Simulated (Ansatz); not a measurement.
# What Be4Bi2O (built on the sites of a database entry of Ca4Bi2O) distorts into

Wanted: the energy along a soft mode of Be4Bi2O (built on the sites of a database entry of Ca4Bi2O) and the structure at the end.

Method: DFT PBEsol, scalar-relativistic, plane waves, PAW, in Ansatz 0.2.0.

The structure was built from a prototype and need not be the compound's stable phase.

## (1) The starting structure

The structure is tetragonal, space group I4/mmm (No. 139). Conventional cell: a = 4.151 Å, b = 4.151 Å, c = 11.965 Å, α = 90.00°, β = 90.00°, γ = 90.00°. Be has 1 O at 1.56 Å nearest. Be has 2 O at 2.08 Å nearest. Bi has 1 Be at 2.60 Å nearest. Nearest to O lie 2 Be at 1.56 Å. Farther neighbours and most contacts between anions are not listed.

## (2) Response at finite wavevector

The cell comes from relaxations at this level that are not shown. Stability and thermal properties need the whole zone. Linear response on a 2×2×2 q mesh gives force constants as far as a supercell of that size would.

Contents of input.yaml:

```yaml
crystal:
  lattice:
    - [-2.0757496891, 2.0757496891, 5.9826857501]
    - [2.0757496891, -2.0757496891, 5.9826857501]
    - [2.0757496891, 2.0757496891, -5.9826857501]
  atoms:
    - { symbol: Be, position: [0.3699222426, 0.3699222426, 0.0] }
    - { symbol: Be, position: [0.5, 0.0, 0.5] }
    - { symbol: Be, position: [0.6300777574, 0.6300777574, 0.0] }
    - { symbol: Be, position: [0.0, 0.5, 0.5] }
    - { symbol: Bi, position: [0.1523523208, 0.1523523208, 0.0] }
    - { symbol: Bi, position: [0.8476476792, 0.8476476792, 0.0] }
    - { symbol: O, position: [0.5, 0.5, 0.0] }
kpoints:
  mp_grid: { grid: [12, 12, 12] }
hamiltonian:
  xc: pbesol
scf:
  occupations: { method: methfessel_paxton, width: 0.2 }
output:
  eigenvalues: true
phonons:
  method: dfpt
  qmesh: [2, 2, 2]
  temperatures: { t_max: 1000, t_step: 50 }
  qpath:
    path:
      - [[0.0, 0.0, 0.0], [0.0, 0.0, 0.5], [0.25, 0.25, 0.25], [0.0, 0.5, 0.0], [0.0, 0.0, 0.0], [0.5, 0.5, -0.5], [0.28009522, 0.71990478, -0.28009522]]
      - [[-0.28009522, 0.28009522, 0.28009522], [0.0, 0.0, 0.0]]
      - [[0.0, 0.0, 0.5], [-0.06019045, 0.06019045, 0.5]]
      - [[0.5, 0.5, -0.06019045], [0.5, 0.5, -0.5]]
    npoints: 10
```

Run with:

```
> ansatz run input.yaml --threads 8 --pin off --max-ram 14336MiB --backend cpu --events-out ev --progress --plain --runs-dir out
```

Numbers of over 12 decimals in the logs are rounded to 6 here.

The program printed:

```text
Warning: phonons: the dynamical matrix that this run interpolates holds no multipole term above the dipole-dipole one, and a site of this crystal is no centre of inversion, so its interpolated transverse optical and acoustic branches and sound speeds can stay off near Gamma, and the density of states and the thermodynamics with them. What a run solves at a wave vector of phonons.qpoints, Gamma apart, where the deck admits one, is free of this, and under fd what a larger phonons.supercell samples
Engine: ansatz 0.2.0, x86_64-unknown-linux-gnu
Pseudopotentials: kind: paw
Pseudopotential: Be, paw, valence charge 2, recommended cutoff 420 eV (normal), Be.paw.azcp
Pseudopotential: Bi, paw, valence charge 15, recommended cutoff 420 eV (normal), Bi.paw.azcp
Pseudopotential: O, paw, valence charge 6, recommended cutoff 420 eV (normal), O.paw.azcp
Functional definition: PBEsol
  exchange = pbesol_x
  correlation = pbesol_c
Crystal: 7 atoms, lattice volume = 103.111 Å³
Basis set: ecut = 420 eV, 2007 PW (Γ), exchange–correlation on 90×90×90 points (8 copies of the dense FFT grid, shifted against one another)
Bands: 29, of which v1, the nominal top of the filled ones, is band 22 counted from 1 (21 counted from 0)
Symmetry: 16 space group operations
k-points: 163 of 1728
Non-local potential: Be, projectors of the file, l = 0: 2, l = 1: 2, l = 2: 1
Non-local potential: Bi, projectors of the file, l = 0: 2, l = 1: 2, l = 2: 2, l = 3: 2
Non-local potential: O, projectors of the file, l = 0: 2, l = 1: 2, l = 2: 1
PAW form: soft (Blöchl's): semilocal exchange-correlation on the pseudo side does not see the compensation charge
PAW frozen core: Be, regenerated for the run's functional, and the local potential with it (the file was generated under x = pbe(κ = 0.804, μ = 0.219515), c = pbe(β = 0.066725))
PAW frozen core: Bi, regenerated for the run's functional, and the local potential with it (the file was generated under x = pbe(κ = 0.804, μ = 0.219515), c = pbe(β = 0.066725))
PAW frozen core: O, regenerated for the run's functional, and the local potential with it (the file was generated under x = pbe(κ = 0.804, μ = 0.219515), c = pbe(β = 0.066725))
PAW one-centre angular grid: Be, 110 points (default); XC on 64 Gauss nodes
PAW one-centre angular grid: Bi, 590 points (default); XC on 64 Gauss nodes
PAW one-centre angular grid: O, 110 points (default); XC on 64 Gauss nodes
Initial density: superposition of atomic densities (neutral atoms: chi_scale 0, normalization atom), corrected by the library's trained network
Initial wavefunctions: pseudopotential atomic-orbital guess
Functional: x = pbesol(κ = 0.804, μ = 0.123457), c = pbesol(β = 0.046)
SCF iter   1: F=—  HF=-25404.267266 eV  |F-HF|=—  |Δ(HF+E_count)|=         —  Δρ=9.23e-3  dr2=1.18e-1  ethr=1.77e-3  ⟨swp⟩=7.1  Hψ=24562  notcnv=0
preconditioner: auto → Kerker (q_TF=auto, 2.367 Å⁻¹)  [metal: Δε(μ)=0.007 eV  Ē_g=17.084 eV  σ=0.200 eV  W_gap=0.03  n_scr=24 (ndim 8)  ℏωp=24.3 eV  f_vac=0.000  D(μ)=0.90/eV (n_scr^D=2)]
SCF iter   2: F=—  HF=-25404.238018 eV  |F-HF|=—  |Δ(HF+E_count)|=   2.92e-2  S|Δr|=    0.00e0  Δρ=3.51e-3  dr2=2.36e-2  ethr=2.69e-4  ⟨swp⟩=2.1  Hψ=6994  notcnv=0
SCF iter   3: F=—  HF=-25404.232813 eV  |F-HF|=—  |Δ(HF+E_count)|=   5.21e-3  S|Δr|=    0.00e0  Δρ=1.77e-3  dr2=7.24e-3  ethr=5.36e-5  ⟨swp⟩=1.5  Hψ=5243  notcnv=0
SCF iter   4: F=—  HF=-25404.230675 eV  |F-HF|=—  |Δ(HF+E_count)|=   2.14e-3  S|Δr|=    0.00e0  Δρ=3.61e-4  dr2=1.42e-4  ethr=1.64e-5  ⟨swp⟩=2.5  Hψ=7045  notcnv=0
SCF iter   5: F=—  HF=-25404.230638 eV  |F-HF|=—  |Δ(HF+E_count)|=   3.67e-5  S|Δr|=    0.00e0  Δρ=8.60e-5  dr2=1.23e-5  ethr=3.23e-7  ⟨swp⟩=2.6  Hψ=8104  notcnv=0
SCF iter   6: F=—  HF=-25404.230645 eV  |F-HF|=—  |Δ(HF+E_count)|=   7.34e-6  S|Δr|=    0.00e0  Δρ=3.48e-5  dr2=2.20e-6  ethr=2.79e-8  ⟨swp⟩=2.8  Hψ=8313  notcnv=0
SCF iter   7: F=—  HF=-25404.230671 eV  |F-HF|=—  |Δ(HF+E_count)|=   2.60e-5  S|Δr|=    0.00e0  Δρ=7.66e-6  dr2=1.36e-7  ethr=4.99e-9  ⟨swp⟩=2.4  Hψ=6061  notcnv=0
SCF iter   8: F=—  HF=-25404.230671 eV  |F-HF|=—  |Δ(HF+E_count)|=   2.67e-9  S|Δr|=    0.00e0  Δρ=2.36e-6  dr2=1.08e-8  ethr=3.08e-10  ⟨swp⟩=2.0  Hψ=5454  notcnv=0
SCF iter   9: F=—  HF=-25404.230671 eV  |F-HF|=—  |Δ(HF+E_count)|=  4.58e-10  S|Δr|=    0.00e0  Δρ=7.00e-7  dr2=5.29e-10  ethr=2.45e-11  ⟨swp⟩=2.1  Hψ=6554  notcnv=0
SCF iter  10: F=—  HF=-25404.230671 eV  |F-HF|=—  |Δ(HF+E_count)|=  5.09e-11  S|Δr|=    0.00e0  Δρ=1.54e-7  dr2=3.25e-11  ethr=1.20e-12  ⟨swp⟩=2.1  Hψ=8003  notcnv=0
[...]
SCF 1 converged in 11 iterations: F = -25404.230671 eV  dr2 = 3.76e-12
  greatest PAW one-centre occupation: 0.987 electrons in one spin orbital (limit 2), on the Bi atom at site 5 (counted from 0), in its partial waves of l = 2
Initial density: read from a saved state, or passed on in memory by an earlier SCF of this step, an earlier step, the calling program or the single point that the run made first
[...]
SCF iter   1: F=—  HF=-25404.230643 eV  |F-HF|=—  |Δ(HF+E_count)|=         —  Δρ=3.69e-6  dr2=7.57e-9  ethr=9.97e-7  ⟨swp⟩=3.2  Hψ=36425  notcnv=0
eigensolver tolerance schedule: the retry pair's looser diagonalisation over-reported the residual by 57918.08 of it (diagonalisation noise at an unbounded share of the residual, at the tolerance the schedule requests for it); recorded, not acted on — ethr = c·dr2/N_el stays at c = 1.0e-1
preconditioner: auto → Kerker (q_TF=auto, 2.367 Å⁻¹)  [metal: Δε(μ)=0.029 eV  Ē_g=17.069 eV  σ=0.200 eV  W_gap=0.12  n_scr=24 (ndim 8)  ℏωp=24.3 eV  f_vac=0.000  D(μ)=0.95/eV (n_scr^D=2)]
SCF iter   2: F=—  HF=-25404.230671 eV  |F-HF|=—  |Δ(HF+E_count)|=   2.83e-5  S|Δr|=    0.00e0  Δρ=2.13e-6  dr2=2.68e-9  ethr=1.72e-11  ⟨swp⟩=3.9  Hψ=13358  notcnv=0
SCF iter   3: F=—  HF=-25404.230671 eV  |F-HF|=—  |Δ(HF+E_count)|=  8.59e-10  S|Δr|=    0.00e0  Δρ=1.36e-6  dr2=1.05e-9  ethr=6.10e-12  ⟨swp⟩=2.0  Hψ=7388  notcnv=0
SCF iter   4: F=—  HF=-25404.230671 eV  |F-HF|=—  |Δ(HF+E_count)|=  3.60e-10  S|Δr|=    0.00e0  Δρ=7.80e-7  dr2=3.38e-10  ethr=2.39e-12  ⟨swp⟩=2.0  Hψ=6921  notcnv=0
SCF iter   5: F=—  HF=-25404.230671 eV  |F-HF|=—  |Δ(HF+E_count)|=  5.09e-11  S|Δr|=    0.00e0  Δρ=5.96e-7  dr2=1.96e-10  ethr=1.00e-12  ⟨swp⟩=1.0  Hψ=4727  notcnv=0
SCF iter   6: F=—  HF=-25404.230671 eV  |F-HF|=—  |Δ(HF+E_count)|=  6.18e-11  S|Δr|=    0.00e0  Δρ=4.67e-7  dr2=1.23e-10  ethr=1.00e-12  ⟨swp⟩=1.0  Hψ=4727  notcnv=0
SCF iter   7: F=—  HF=-25404.230671 eV  |F-HF|=—  |Δ(HF+E_count)|=  7.28e-12  S|Δr|=    0.00e0  Δρ=3.71e-7  dr2=7.67e-11  ethr=1.00e-12  ⟨swp⟩=1.0  Hψ=4727  notcnv=0
SCF iter   8: F=—  HF=-25404.230671 eV  |F-HF|=—  |Δ(HF+E_count)|=  2.91e-11  S|Δr|=    0.00e0  Δρ=2.66e-7  dr2=3.96e-11  ethr=1.00e-12  ⟨swp⟩=1.0  Hψ=4727  notcnv=0
SCF iter   9: F=—  HF=-25404.230671 eV  |F-HF|=—  |Δ(HF+E_count)|=  7.28e-12  S|Δr|=    0.00e0  Δρ=1.52e-7  dr2=1.31e-11  ethr=1.00e-12  ⟨swp⟩=1.0  Hψ=4727  notcnv=0
SCF iter  10: F=-25404.230671 eV  HF=-25404.230671 eV  |F-HF|=3.64e-12  |Δ(HF+E_count)|=  7.28e-12  S|Δr|=    0.00e0  Δρ=4.41e-9  dr2=2.34e-14  ethr=1.00e-12  ⟨swp⟩=3.0  Hψ=9301  notcnv=0
SCF 2 converged in 10 iterations: F = -25404.230671 eV  dr2 = 2.34e-14
phonons: the bands overlap, so this run is a metal and interpolates without the dipole-dipole term. If the crystal is really an insulator or semiconductor, its LO-TO splitting is missing
NSCF: frozen V_eff on 163 k-points
WARN: eigensolver did not converge in 10 slots of this pass, the one above among them; of largest residual over every band (k=48): 1 band(s) unlocked (lowest unlocked band 28, counted from 0; max residual 2.16e-3 eV among the unlocked bands, 2.16e-3 eV over every band); of lowest unlocked band (k=0): band 28
NSCF: frozen V_eff on 280 k-points
DFPT response loops at q = (0, 0, 0) (fractional): preconditioner auto → Kerker (q_TF=auto, 2.367 Å⁻¹) (partly filled bands, converged f_vac=0.000); β = 1.00, the filter's whole step (`scf.mixing.beta` (0.50) is not read by the response loops under this deck's `scf.mixing.preconditioner`; to damp them name `kerker` or `kerker_dos`, under which they read `scf.mixing.beta`, and type it under 1.00, their step now; both keys bind the ground state too); Broyden in place of MSR1
NSCF: frozen V_eff on 952 k-points
DFPT response loops at q = (0, 0, -0.5) (fractional): mixed as the last ones told, above
NSCF: frozen V_eff on 952 k-points
DFPT response loops at q = (0, -0.5, 0) (fractional): mixed as the last ones told, above
NSCF: frozen V_eff on 560 k-points
DFPT response loops at q = (-0.5, -0.5, -0.5) (fractional): mixed as the last ones told, above
SCF converged after 11 iterations
Stability not checked: this state was not tested for a lower state beside it, because cold or Methfessel-Paxton smearing, or corrected tetrahedra, fill the levels in a way that the test cannot read (fill_not_monotonic; see scf.lower_state_search)
Free energy (F): -25404.230671 eV
Harris-Foulkes:  -25404.230671 eV  (|F-HF|=3.64e-12)
Internal energy: -25404.230905 eV  (E = F + TS)
E sigma→0 (E₀):  -25404.230730 eV
Entropy (-TS):   0.000233 eV (0.033 meV/atom)
Fermi energy:    10.861434 eV
--- Per-component energies (eV) ---
  E_band       = -158.366919
  E_kinetic    = 860.072038
  E_local      = -3379.356991  (includes V_loc(G=0)·N_el)
  E_nonlocal   = 1186.678254
  E_hartree    = 1126.341375
  E_xc         = -449.012434
  E_vxc        = -461.963863  (∫ρ·V_xc dr)
  E_paw        = -21401.237544  (= ΣΔE_a)
  E_vpaw       = -616.480675  (= ΣTr[D̂ρ^β])
  E_aug_tail   = 0.001557  (compensation charges beyond the density's cutoff)
  E_ewald      = -3347.970077
  E_core_change = 0.252918  (= ΣΔE_core)
  E_smearing   = 0.000233  (= −TS)
  E_closure    = -0.000000  (closes the sum)
  Σ components = -25404.230671   (vs F -25404.230671, Δ=0.00e0)
--- Band table (eV; the first three rows and the last of 163) ---
  k-point 0: bands = [... 18 lower, 8.3535, 8.4655, 9.8904, 9.8904, 10.7094, 11.5479, 11.8790, 14.5929, ... 3 higher]
  k-point 1: bands = [... 18 lower, 7.9318, 8.9988, 9.4571, 9.4575, 11.3560, 12.3556, 12.4397, 14.1623, ... 3 higher]
  k-point 2: bands = [... 18 lower, 7.1225, 7.7609, 8.9679, 10.7570, 12.4620, 12.7760, 13.5358, 13.6632, ... 3 higher]
  k-point 162: bands = [... 18 lower, 8.5651, 8.5651, 10.2584, 10.2584, 10.5139, 10.6533, 12.4064, 12.9351, ... 3 higher]
--- Phonons (Γ-DFPT): 9 representative perturbations + reference (Σ response iterations 29) ---
  ASR residual: 1.153e-4 → 0.000e0 eV/Å²; symmetrization residual: 3.011e-6 eV/Å²
  ASR residual per site (eV/Å²): 1.64e-5 5.44e-5 1.64e-5 5.44e-5 2.81e-5 2.81e-5 1.15e-4
  Γ frequencies (cm⁻¹): -441.99 -441.99 -225.16 -225.16 -208.36 -208.36 0.00 0.00 0.00 80.62 80.62 122.32 150.96 150.96 238.60 260.84 263.45 263.45 372.60 695.38 934.87
--- Phonons (arbitrary-q DFPT): 4 irreducible q on the 2×2×2 mesh ---
  q = [0.0000, 0.0000, 0.0000] (star 1, of the zone-centre solve; hermiticity 2.12e-7, symmetrization 5.15e-14): -441.99 -441.99 -225.16 -225.16 -208.36 -208.36 -0.00 -0.00 0.00 80.62 80.62 122.32 150.96 150.96 238.60 260.84 263.45 263.45 372.60 695.38 934.87
  q = [0.0000, 0.0000, -0.5000] (star 2, 9 solved perturbations in 3696 linear systems a pass and spin channel, the states on 476 of 1728 k-point pairs; hermiticity 1.57e-7, symmetrization 6.17e-14): -279.57 -238.40 -217.82 -177.12 -159.61 -92.19 -66.53 71.59 75.95 89.04 100.37 110.01 117.66 203.22 238.64 252.41 252.58 252.65 342.52 724.53 938.00
  q = [0.0000, -0.5000, 0.0000] (star 4, 15 solved perturbations on 476 of 1728 k-point pairs; hermiticity 1.98e-7, symmetrization 5.63e-14): -430.71 -179.93 -128.67 -33.33 24.91 50.82 52.23 67.87 70.06 83.85 98.72 106.30 160.93 214.44 217.89 265.41 279.03 369.19 371.81 729.16 921.37
  q = [-0.5000, -0.5000, -0.5000] (star 1, 9 solved perturbations in 2169 linear systems a pass and spin channel, the states on 280 of 1728 k-point pairs; hermiticity 1.99e-7, symmetrization 7.83e-14): -443.10 -443.10 -219.24 -219.24 -208.13 -208.13 48.22 48.22 61.75 61.75 94.93 106.62 175.66 175.66 219.74 234.35 269.68 269.68 405.59 707.55 957.31
  sum rule: each row above includes the acoustic sum rule's correction from the zone centre's row sums; it moved no ω² by more than (1.40 cm⁻¹)²
  mesh force constants: q→R imaginary residual 2.65e-18; ASR residual 1.153e-4 → 0.000e0 eV/Å²; symmetrization residual 1.066e-14 eV/Å²
  interpolated dispersion: 94 rows × 21 modes
  density of states and harmonic sums: on the 16×16×22 q-mesh, interpolated from the force constants of a 2×2×2 supercell (no non-analytic term)
  largest difference from the sums on the solved wave vectors: F 8.61e-2 eV, S 1.25e-4 and C_V 3.87e-5 eV/K
  zero-point energy: 0.239519 eV/cell   skipped modes (ω ≤ 0): 8835, of them read as no rigid motion or as one in doubt: 8832 (6.077e0 modes/cell left out, lowest -443.10 cm⁻¹)   left out of the sums: 2.89e-1 of the cell's modes: C_V's classical limit lies that fraction below 3 k_B per atom; for a crystal, a wire or a layer, F and S can be off by more, and a phonons.interpolated_qmesh denser along its periods is the remedy for the sampling
```

The job ended after 13 min (8 threads of AMD EPYC 7R43, shared host; peak memory 4 GiB; 1.7 h of CPU time).

The column dr2 measures how far the density is from self-consistency, as an energy; F and HF (Harris–Foulkes) agree once it is small.

Numbers from this step:

| Quantity | Value |
| --- | --- |
| volume per atom | 14.73 Å³ |
| gap on the k-mesh | 0 eV |
| sum-rule residual before enforcement | 1.15e-4 eV/Å² |
| lowest frequency on the path | -443.1 cm⁻¹ |
| point group | 4/mmm |
| highest frequency on the path or at a solved wavevector | 957.3 cm⁻¹ |
| highest optical mode at the zone centre (no LO-TO term) | 934.9 cm⁻¹ |
| lowest optical zone-centre mode | -442.0 cm⁻¹ |
| lowest mode on the q mesh (acoustic modes at Γ apart) | -443.1 cm⁻¹ |

Frequencies (cm⁻¹) solved at each irreducible wavevector; negative means imaginary. Frequencies by wavevector, by row:

```csv
q in reciprocal lattice units,star,mode 1,mode 2,mode 3,mode 4,mode 19,mode 20,mode 21
0 0 0,1,-442,-442,-225.2,-225.2,372.6,695.4,934.9
0 0 -0.5,2,-279.6,-238.4,-217.8,-177.1,342.5,724.5,938
0 -0.5 0,4,-430.7,-179.9,-128.7,-33.3,371.8,729.2,921.4
-0.5 -0.5 -0.5,1,-443.1,-443.1,-219.2,-219.2,405.6,707.5,957.3
```

Interpolated from a 2×2×2 q mesh, rough between the solved points. The phonon branches at the labelled points (cm⁻¹):

```csv
point,branch 1,branch 2,branch 3,branch 4,branch 18,branch 19,branch 20,branch 21
Γ,-442,-442,-225,-225,264,373,695,935
halfway,-383,-328,-130,-110,310,332,718,926
X,-280,-238,-218,-177,253,342,724,938
halfway,-280,-236,-222,-174,253,344,724,938
P,-280,-229,-229,-168,253,345,724,938
halfway,-373,-171,-153,-121,305,346,726,930
N,-431,-180,-129,-33,369,372,729,921
halfway,-436,-352,-151,-133,303,366,712,928
Γ,-442,-442,-225,-225,264,373,695,935
halfway,-442,-442,-222,-222,264,390,701,946
M,-443,-443,-219,-219,270,406,708,957
halfway,-438,-374,-171,-170,297,382,717,944
S,-431,-224,-87,-76,348,368,729,924
jump to S0,-431,-224,-87,-76,348,368,729,924
halfway,-434,-330,-131,-121,305,364,715,924
Γ,-442,-442,-225,-225,264,373,695,935
jump to X,-280,-238,-218,-177,253,342,724,938
halfway,-285,-238,-210,-175,258,342,725,938
R,-297,-239,-191,-170,266,341,725,937
jump to G′,-297,-239,-191,-170,266,341,725,937
halfway,-392,-358,-155,-142,310,356,721,939
M,-443,-443,-219,-219,270,406,708,957
```

Symmetry leaves 4 wavevectors to solve. The lowest mode among them, the acoustic zeros apart, lies at q = (-0.5, -0.5, -0.5) and is imaginary, 443.1i cm⁻¹, so the energy falls along it.

## (3) The mode frozen in, largest atomic shift 0 Å

The mode followed lies at q = (-0.5, -0.5, -0.5) with frequency 443.1i cm⁻¹ and is 2-fold degenerate, the softest among the wavevectors solved. At small amplitude the distorted cell has space group no. 11 by a symmetry search on the positions. The undistorted cell that holds it gives the zero of energy on the same k mesh.

System of this step: Be4Bi2O (built on the sites of a database entry of Ca4Bi2O). Symmetry: I4/mmm, No. 139, tetragonal system. The conventional cell has a = 4.151 Å, b = 4.151 Å, c = 11.965 Å, α = 90.00°, β = 90.00°, γ = 90.00°. Nearest to Be lie 1 O at 1.56 Å. Nearest to Be lie 2 O at 2.08 Å. Nearest to Bi lie 1 Be at 2.60 Å. Nearest to O lie 2 Be at 1.56 Å. Farther neighbours and most contacts between anions are not listed.

Contents of input.yaml:

```yaml
crystal:
  lattice:
    - [0.0, -4.1514993781, 0.0]
    - [-4.1514993781, 0.0, 0.0]
    - [0.0, 0.0, -11.9653715001]
  atoms:
    - { symbol: Be, position: [0.5, 0.5, 0.1300777574] }
    - { symbol: Be, position: [1.0, 1.0, 0.6300777574] }
    - { symbol: Be, position: [0.5, 0.0, 0.0] }
    - { symbol: Be, position: [0.0, 0.5, 0.5] }
    - { symbol: Be, position: [0.5, 0.5, 0.8699222426] }
    - { symbol: Be, position: [1.0, 1.0, 0.3699222426] }
    - { symbol: Be, position: [0.0, 0.5, 0.0] }
    - { symbol: Be, position: [0.5, 0.0, 0.5] }
    - { symbol: Bi, position: [0.0, 0.0, 0.8476476792] }
    - { symbol: Bi, position: [0.5, 0.5, 0.3476476792] }
    - { symbol: Bi, position: [0.5, 0.5, 0.6523523208] }
    - { symbol: Bi, position: [1.0, 1.0, 0.1523523208] }
    - { symbol: O, position: [0.5, 0.5, 0.0] }
    - { symbol: O, position: [1.0, 1.0, 0.5] }
kpoints:
  mp_grid: { grid: [8, 8, 4] }
hamiltonian:
  xc: pbesol
scf:
  occupations: { method: methfessel_paxton, width: 0.2 }
output:
  forces: true
  stress: true
  eigenvalues: true
```

The program printed:

```text
[...]
Crystal: 14 atoms, lattice volume = 206.223 Å³
Basis set: ecut = 420 eV, 4007 PW (Γ), exchange–correlation on 60×60×160 points (8 copies of the dense FFT grid, shifted against one another)
Bands: 58, of which v1, the nominal top of the filled ones, is band 44 counted from 1 (43 counted from 0)
Symmetry: 32 space group operations
[...]
k-points: 45 of 256
[...]
k-point 0: bands = [... 40 lower, 9.8893, 9.8893, 10.2587, 10.2587, 10.5111, 10.6554, 10.7063, 11.5484, ... 10 higher]
  k-point 1: bands = [... 40 lower, 9.9337, 9.9337, 10.1924, 10.1924, 10.5343, 10.6706, 11.1155, 11.6717, ... 10 higher]
  k-point 2: bands = [... 40 lower, 10.0523, 10.0523, 10.0523, 10.0523, 10.5966, 10.5966, 11.8512, 11.8512, ... 10 higher]
  k-point 44: bands = [... 40 lower, 7.8608, 7.8608, 8.1747, 8.1747, 11.5632, 11.5632, 11.9745, 11.9745, ... 10 higher]
[key lines of the parts left out:]
SCF converged after 8 iterations
Free energy (F): -50808.442293 eV
Fermi energy:    10.869861 eV
P = ⅓ Tr σ = -0.0272 GPa (-0.272 kbar)
```

Elapsed: 5 s, on 8 threads; peak memory 1.1 GiB.

This step gave:

- pressure: -0.02718 GPa
- energy from the undistorted cell: 0 meV/atom

The run ends at a pressure of -0.03 GPa, with forces up to 0.0039 eV/Å.

[end of part 1 of 2]

[Logs are printed without paths, hosts, clocks, repeated set-up lines and the standing remarks that a program may print on its own settings, such as how far it seeks lower states.]

[Hosts, paths, dates, database ids (printed as entryN), source tags and the programs' standing remarks are cut or masked in the printed files.]
